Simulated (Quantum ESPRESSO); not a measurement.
## HfO2 (fluorite): bulk modulus from a few volumes

How stiff is fluorite HfO2 under hydrostatic load? Each row relaxes cell and atoms at a set pressure. The symmetry of the cell is held, so distortions that would lower it, which this phase may prefer, aren't tested. The phase is followed to these pressures whether or not it stays the stable one.

Calculated with Quantum ESPRESSO 7.5, PBEsol, GBRV 1.5 ultrasoft potentials, cutoff 680 eV, Fermi–Dirac smearing 0.02 eV, k-mesh 10×10×10, no spin polarisation, no spin-orbit coupling.

Reference cell, relaxed at zero pressure with PBEsol (Fm-3m): a = 3.5562 Å, b = 3.5562 Å, c = 3.5562 Å, α = 60.00°, β = 60.00°, γ = 60.00°.

```
atom       x       y       z
  Hf  0.0000  0.0000  0.0000
   O  0.2500  0.2500  0.2500
   O  0.7500  0.7500  0.7500
```

| V (Å³/atom) | V/V0 | P (GPa) | E − E0 (meV/atom) |
| --- | --- | --- | --- |
| 10.4134 | 0.9824 | 4.998 | 3.2 |
| 10.2430 | 0.9663 | 9.989 | 11.5 |
| 10.0855 | 0.9514 | 14.992 | 24.1 |
| 9.9400 | 0.9377 | 19.977 | 40.3 |
| 9.6772 | 0.9129 | 29.958 | 81.6 |

V0 = 10.6003 Å³ an atom, where the residual pressure P0 is −0.020 GPa. **Question.** Fit the Birch–Murnaghan law and give the pressure and the energy at V = 10.7629 Å³ an atom, a row left out above.

With the Eulerian strain f = ½[(V0/V)^(2/3) − 1] and F = (P − P0)/[3f(1 + 2f)^(5/2)], the third-order law is the line F = B0 + (3/2) B0 (B′ − 4) f.

```csv
f,F (GPa)
0.03131,274.18
0.02190,273.37
0.01687,272.96
0.01156,272.56
0.00596,272.23
```

A straight line through the 5 rows: the means are 0.01752 for f and 273.06 for F, Σ(Δx)² = 0.0003789 and ΣΔxΔy = 0.02944, so the slope is 0.02944/0.0003789 = 77.7 and the intercept 273.06 − (77.7)(0.01752) = 271.7.

Hence B0 = 271.7 GPa and B′ = 4 + (77.7)/(1.5 × 271.7) = 4.19. For the withheld volume f = −0.00505, F = 271.31 GPa and P = −4.03 GPa, an extrapolation past the fitted rows. The run itself gives −4.00 GPa, so the estimate misses by 0.03 GPa, more than the largest misfit of the fitted rows (0.01 GPa).

Integrating the same law gives E − E0 = (9/2) B0 V0 f²[1 + (B′ − 4) f] + P0(V0 − V), with 1 GPa Å³ = 6.2415 meV: 2.1 meV an atom. The run itself gives 1.7 meV, so the estimate misses by 0.4 meV; the fitted rows themselves lie up to 2.0 meV off the law.

[Logs are printed without paths, hosts, clocks, repeated set-up lines and the standing remarks that a program may print on its own settings, such as how far it seeks lower states.]
